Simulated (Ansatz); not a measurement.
# How cost and error scale: Ca(311) slab under a Mg skin with O (101 atoms) repeated, part 2 of 2

Aim: repeat one cell of Ca(311) slab under a Mg skin with O (101 atoms) to ever larger supercells at Γ and follow error, time and memory.

Ansatz 0.2.0; Kohn-Sham DFT, r2SCAN+D3(BJ), PAW (set soft_2), plane waves.

The cell: 54 Ca, 18 Mg and 29 O. Beside vacuum, support functions can miss their usual error bounds without a warning.

So far. Step 3 (Plane waves, 101 atoms): The energy lies 1.03 meV/atom above the dense-mesh reference. Step 4 (Support functions, 101 atoms): The energy lies 1.76 meV/atom below the dense-mesh reference, and 2.8 meV/atom below plane waves of the same size, an offset between the two bases that leaves the sampling error alike.

## 5. Plane waves, 202 atoms

The cell is repeated and solved at Γ in plane waves, whose cost grows towards the cube of the size.

This step: Kohn-Sham DFT, r2SCAN+D3(BJ), PAW (set soft_2), plane waves (Ansatz 0.2.0).

input.yaml reads:

```yaml
crystal:
  lattice:
    - [23.70788, 0.0, 0.0]
    - [-5.92697, 19.65753, 0.0]
    - [0.0, 0.0, 22.118]
  atoms:
    [... the 101 atom lines of step 2 ...]
  supercell: [1, 2, 1]
kpoints:
  mp_grid: { grid: [1, 1, 1] }
hamiltonian:
  xc: r2scan
  dispersion: d3bj
scf:
  occupations: { method: fermi_dirac, width: 0.1 }
output:
  forces: true
```

Run with:

```
ansatz run input.yaml --threads 5 --pin off --max-ram 81920MiB --backend cuda --events-out ev --progress --plain --runs-dir out
```

Wall time 49 s (1 × NVIDIA H100 80GB HBM3 with 5 threads of AMD EPYC 7R13 (Zen 3), shared host); peak memory 4.9 GiB; 65 s of CPU time.

That memory is the host's; the program planned up to 60.7 GiB on the GPU.

The program repeats the typed cell 1×2×1 times, 202 atoms in all; totals in the log are those of the whole repeated cell, and force differences are taken after averaging over the copies of each atom.

It converged in 19 SCF cycles; the log is left out.

The energy lies 1.81 meV/atom below the dense-mesh reference.

## 6. Support functions, 202 atoms

The repeated cell is solved at Γ in support functions.

This step: Kohn-Sham DFT, r2SCAN+D3(BJ), PAW (set soft_2), localised support functions (medium) (Ansatz 0.2.0).

input.yaml: that of step 5 with these lines changed.

```diff
@@ -15,2 +15,5 @@
   occupations: { method: fermi_dirac, width: 0.1 }
+  eigensolver: { kind: { support_functions: { accuracy: medium } } }
+  mixing: { beta: 0.2 }
+  max_iter: 150
 output:
```

Output:

```text
[...]
GPU FFT provider: cuFFT
GPU libraries: cuBLAS 13.8.2, cuFFT 12.4.0, cuSOLVER 12.3.4
Crystal: 202 atoms, lattice volume = 20615.673 Å³
Basis set: ecut = 500 eV, 523297 PW (Γ), exchange–correlation on 648×1080×600 points (27 copies of the dense FFT grid, shifted against one another)
Bands: 1073, of which v1, the nominal top of the filled ones, is band 894 counted from 1 (893 counted from 0)
Symmetry: 1 space group operations
k-points: 1
[...]
GPU buffer pool allocated for 15552000 grid points (all kernels)
[...]
SCF iter   1: F=—  HF=-299158.833126 eV  |F-HF|=—  |Δ(HF+E_count)|=         —  Δρ=5.90e-2  dr2=1.64e3  dr2_τ=6.04e1  ethr=1.00e-1
[...]
SCF iter  32: F=—  HF=-298976.913693 eV  |F-HF|=—  |Δ(HF+E_count)|=   9.04e-6  Δρ=2.98e-6  dr2=4.54e-6  dr2_τ=7.02e-8  ethr=5.04e-10  κ⁻¹=6.7e-4(r=7)
SCF iter  33: F=-298976.913759 eV  HF=-298976.913714 eV  |F-HF|=4.47e-5  |Δ(HF+E_count)|=   2.08e-5  Δρ=2.16e-6  dr2=1.99e-6  dr2_τ=3.52e-8  ethr=2.54e-10
SCF 1 converged in 33 iterations: F = -298976.919321 eV  dr2 = 1.99e-6
[...]
SCF converged after 33 iterations
[...]
Free energy (F): -298976.919321 eV
[...]
Internal energy: -298971.200537 eV  (E = F + TS)
E sigma→0 (E₀):  -298974.059929 eV
Entropy (-TS):   -5.718784 eV (-28.311 meV/atom)
Fermi energy:    -1.541406 eV
[...]
Σ components = -298976.919321   (vs F -298976.919321, Δ=0.00e0)
--- Forces (eV/Å), atoms counted from 1 ---
  atom   1  Ca    -0.07972775    -0.05471157     0.16388997
  atom   2  Ca     0.07830301     0.09344424     0.11791165
  atom   3  Ca    -0.02825676     1.20727617     1.66032838
  atom   4  Mg    -0.44737628    -0.66225047     3.06008085
  atom   5  Ca    -0.02676142    -0.03382851     0.13685602
  atom   6  Ca     0.21654266     0.49808383     0.90644661
  [... forces on the other 196 atoms ...]
  max |Σ_I F_I| component: 1.47e-2 eV/Å
--- Band table (eV) ---
[... left out ...]
[...]
```

It took 1.9 min on 1 × NVIDIA H100 80GB HBM3 with 5 threads; peak memory 9.6 GiB.

That memory is the host's; the program planned up to 55.9 GiB on the GPU.

The program repeats the typed cell 1×2×1 times, 202 atoms in all; totals in the log are those of the whole repeated cell, and force differences are taken after averaging over the copies of each atom.

The energy lies 4.60 meV/atom below the dense-mesh reference, and 2.8 meV/atom below plane waves of the same size, an offset between the two bases that leaves the sampling error alike.

## 7. Support functions, 404 atoms

The repeated cell is solved at Γ in support functions.

input.yaml: that of step 6 with these lines changed.

```diff
@@ -7,3 +7,3 @@
     [... the 101 atom lines of step 2 ...]
-  supercell: [1, 2, 1]
+  supercell: [2, 2, 1]
 kpoints:
```

Output:

```text
[...]
GPU FFT provider: cuFFT
GPU libraries: cuBLAS 13.8.2, cuFFT 12.4.0, cuSOLVER 12.3.4
Crystal: 404 atoms, lattice volume = 41231.346 Å³
Basis set: ecut = 500 eV, 1046653 PW (Γ), exchange–correlation on 1296×1080×600 points (27 copies of the dense FFT grid, shifted against one another)
Bands: 2146, of which v1, the nominal top of the filled ones, is band 1788 counted from 1 (1787 counted from 0)
Symmetry: 1 space group operations
k-points: 1
[...]
GPU buffer pool allocated for 31104000 grid points (all kernels)
Eigensolver: Support functions (medium, 360×288×162 points, laid for a spacing of at most 0.144984 Å, radius 5.567193 Å, up to 6.082319 Å in less dense regions, 1325 sites without an atom, 1 species' potentials softened for the grid, 3 wholly corrected for its errors in the mean over positions, [...]
[...]
SCF iter   1: F=—  HF=-598316.781398 eV  |F-HF|=—  |Δ(HF+E_count)|=         —  Δρ=5.90e-2  dr2=3.29e3  dr2_τ=1.21e2  ethr=1.00e-1
[...]
SCF iter  32: F=—  HF=-597953.096600 eV  |F-HF|=—  |Δ(HF+E_count)|=   4.43e-5  Δρ=4.27e-6  dr2=9.07e-6  dr2_τ=6.93e-8  ethr=4.52e-10  κ⁻¹=2.8e-4(r=7)
SCF iter  33: F=-597953.096798 eV  HF=-597953.096682 eV  |F-HF|=1.16e-4  |Δ(HF+E_count)|=   8.23e-5  Δρ=2.33e-6  dr2=4.60e-6  dr2_τ=7.11e-8  ethr=2.54e-10
SCF 1 converged in 33 iterations: F = -597953.107869 eV  dr2 = 4.60e-6
[...]
SCF converged after 33 iterations
[...]
Free energy (F): -597953.107869 eV
[...]
Internal energy: -597941.131458 eV  (E = F + TS)
E sigma→0 (E₀):  -597947.119663 eV
Entropy (-TS):   -11.976411 eV (-29.645 meV/atom)
Fermi energy:    -1.540681 eV
[...]
Σ components = -597953.107869   (vs F -597953.107869, Δ=0.00e0)
--- Forces (eV/Å), atoms counted from 1 ---
  atom   1  Ca    -0.07771368    -0.05995504     0.16865532
  atom   2  Ca     0.07901368     0.10162421     0.12053465
  atom   3  Ca    -0.03412343     1.19775663     1.66268402
  atom   4  Mg    -0.44720722    -0.65901674     3.05819222
  atom   5  Ca    -0.02551117    -0.04238158     0.12788052
  atom   6  Ca     0.21859811     0.49828011     0.90315188
  [... forces on the other 398 atoms ...]
  max |Σ_I F_I| component: 3.85e-2 eV/Å
--- Band table (eV) ---
[... left out ...]
[...]
```

It took 6.8 min on 1 × NVIDIA H100 80GB HBM3 with 5 threads; peak memory 51 GiB; 14 min of CPU time.

That memory is the host's; the program planned up to 59.6 GiB on the GPU.

The program repeats the typed cell 2×2×1 times, 404 atoms in all; totals in the log are those of the whole repeated cell, and force differences are taken after averaging over the copies of each atom.

The energy lies 2.79 meV/atom below the dense-mesh reference.

## 8. Scaling with size

Differences are against the typed cell on a 2×2×1 mesh, which samples like Γ on 404 atoms (r.m.s. force component 1.12 eV/Å). Every repeated cell is solved at Γ, and forces are averaged over the copies of each atom. Hardware: 1 × NVIDIA H100 80GB HBM3 with 5 threads of AMD EPYC 7R13 (Zen 3), shared host.

| atoms | repeats | basis | Δ force, r.m.s. (meV/Å) | Δ energy (meV/atom) | less plane waves of the same size (meV/atom) | spread among copies (meV/Å) | SCF cycles | time | host memory (GiB) | planned on the GPU (GiB) |
| --- | --- | --- | --- | --- | --- | --- | --- | --- | --- | --- |
| 101 | 1×1×1 | plane waves | 6.53 | 1.03 | - | - | 18 | 14 s | 3.6 | 21 |
| 101 | 1×1×1 | support functions | 6.48 | -1.76 | -2.8 | - | 32 | 57 s | 5.8 | 29 |
| 202 | 1×2×1 | plane waves | 5.33 | -1.81 | - | 0 | 19 | 49 s | 4.9 | 61 |
| 202 | 1×2×1 | support functions | 5.30 | -4.60 | -2.8 | 0.019 | 33 | 1.9 min | 9.6 | 56 |
| 404 | 2×2×1 | support functions | 0.607 | -2.79 | - | 0.022 | 33 | 6.8 min | 51 | 60 |

## 9. The reference in detail

The comparisons rest on this run, so its electronic structure is set out here.

Length of the force by element:

| element | coordination | atoms | mean length of the force (eV/Å) | spread | least | most |
| --- | --- | --- | --- | --- | --- | --- |
| Ca | all | 54 | 0.925 | 0.882 | 0.0396 | 2.94 |
| Mg | all | 18 | 1.97 | 0.722 | 0.194 | 3.16 |
| O | all | 29 | 2.58 | 0.788 | 0.887 | 3.71 |

By region:

| region | atoms | mean length of the force (eV/Å) |
| --- | --- | --- |
| slab | 72 | 1.19 |
| O adsorbates | 29 | 2.58 |

States in the cell by windows of 1 eV, zero at the Fermi level; the larger projections on atomic orbitals stand beside the total:

| from (eV) | to (eV) | total | O adsorbates | O p | slab | Ca s | Mg s | O s |
| --- | --- | --- | --- | --- | --- | --- | --- | --- |
| -18 | -17 | 12.2 | 11.4 | 0.0 | 0.7 | 0.2 | 0.4 | 11.4 |
| -17 | -16 | 36.2 | 33.3 | 0.1 | 2.8 | 0.6 | 0.7 | 33.2 |
| -16 | -15 | 9.5 | 9.2 | 0.0 | 0.2 | 0.0 | 0.2 | 9.2 |
| -15 | -5 | 0.0 | 0.0 | 0.0 | 0.0 | 0.0 | 0.0 | 0.0 |
| -5 | -4 | 0.1 | 0.1 | 0.1 | 0.0 | 0.0 | 0.0 | 0.0 |
| -4 | -3 | 27.5 | 14.8 | 14.6 | 11.7 | 8.5 | 3.2 | 0.2 |
| -3 | -2 | 66.8 | 43.8 | 43.6 | 18.8 | 15.7 | 2.9 | 0.2 |
| -2 | -1 | 66.8 | 36.7 | 36.3 | 24.1 | 19.3 | 4.6 | 0.4 |
| -1 | 0 | 101.4 | 57.7 | 57.5 | 22.7 | 20.6 | 2.0 | 0.2 |
| 0 | 1 | 95.3 | 7.4 | 7.2 | 16.3 | 11.0 | 5.2 | 0.2 |

Between -26 and -18 eV lie 324 more states.

The stored curve holds about 645 of the 894 electrons; the rest, give or take the few that broadening carries across the Fermi level, lie in deeper levels below its range.

The levels nearest the highest filled one (over half full), pooled over k-points and spins:

| level less the highest filled one (eV) | occupation |
| --- | --- |
| -0.0331 | 1.21 |
| -0.0204 | 1.15 |
| -0.0176 | 1.14 |
| -0.0051 | 1.07 |
| -9.0e-4 | 1.05 |
| 0 | 1.05 |
| 0.015 | 0.973 |
| 0.0153 | 0.971 |
| 0.016 | 0.968 |
| 0.024 | 0.928 |
| 0.0332 | 0.882 |
| 0.0343 | 0.877 |

## 10. What came out

```json
{"free energy per atom": "-1480.0792 eV/atom", "r.m.s. force component": "1.118 eV/Å", "wall time of the 6 DFT runs": "11 min"}
```

In words: Repeating the cell at Γ samples more k-points: in plane waves the energy difference from the dense mesh goes from 1.03 meV/atom at 101 atoms to -1.81 at 202, and the force difference from 6.5 to 5.3 meV/Å. With plane waves, the time grows as the 1.8 power of the atom count between the two largest sizes, 101 and 202 atoms. With support functions, the time grows as the 1.9 power of the atom count between the two largest sizes, 202 and 404 atoms. At equal size the support functions lie 2.8 meV/atom below plane waves, likely because their grid holds more waves than 500 eV; no run tests this. Support functions take 4.0 times the time of plane waves at 101 atoms and 2.3 times at 202, so no crossover is reached among the sizes that both ran. Each time is a single run, so ratios and crossover are rough. The bases also began from different starting densities. At the largest size the support functions' forces differ from the reference by 0.054 % of the r.m.s. force, where they sample the same k-points.

140 levels are partly filled, by over 2 % (on the run's k-points): at this level the cell shows no clear gap. Levels of broken or missing bonds inside a gap of the host would look the same.

What to keep in mind: The geometry was built by rule, was displaced at random and isn't relaxed at this level: its force components are 1.1 eV/Å r.m.s.

[Logs are printed without paths, hosts, clocks, repeated set-up lines and the standing remarks that a program may print on its own settings, such as how far it seeks lower states.]

[Hosts, paths, dates, database ids (printed as entryN), source tags and the programs' standing remarks are cut or masked in the printed files.]
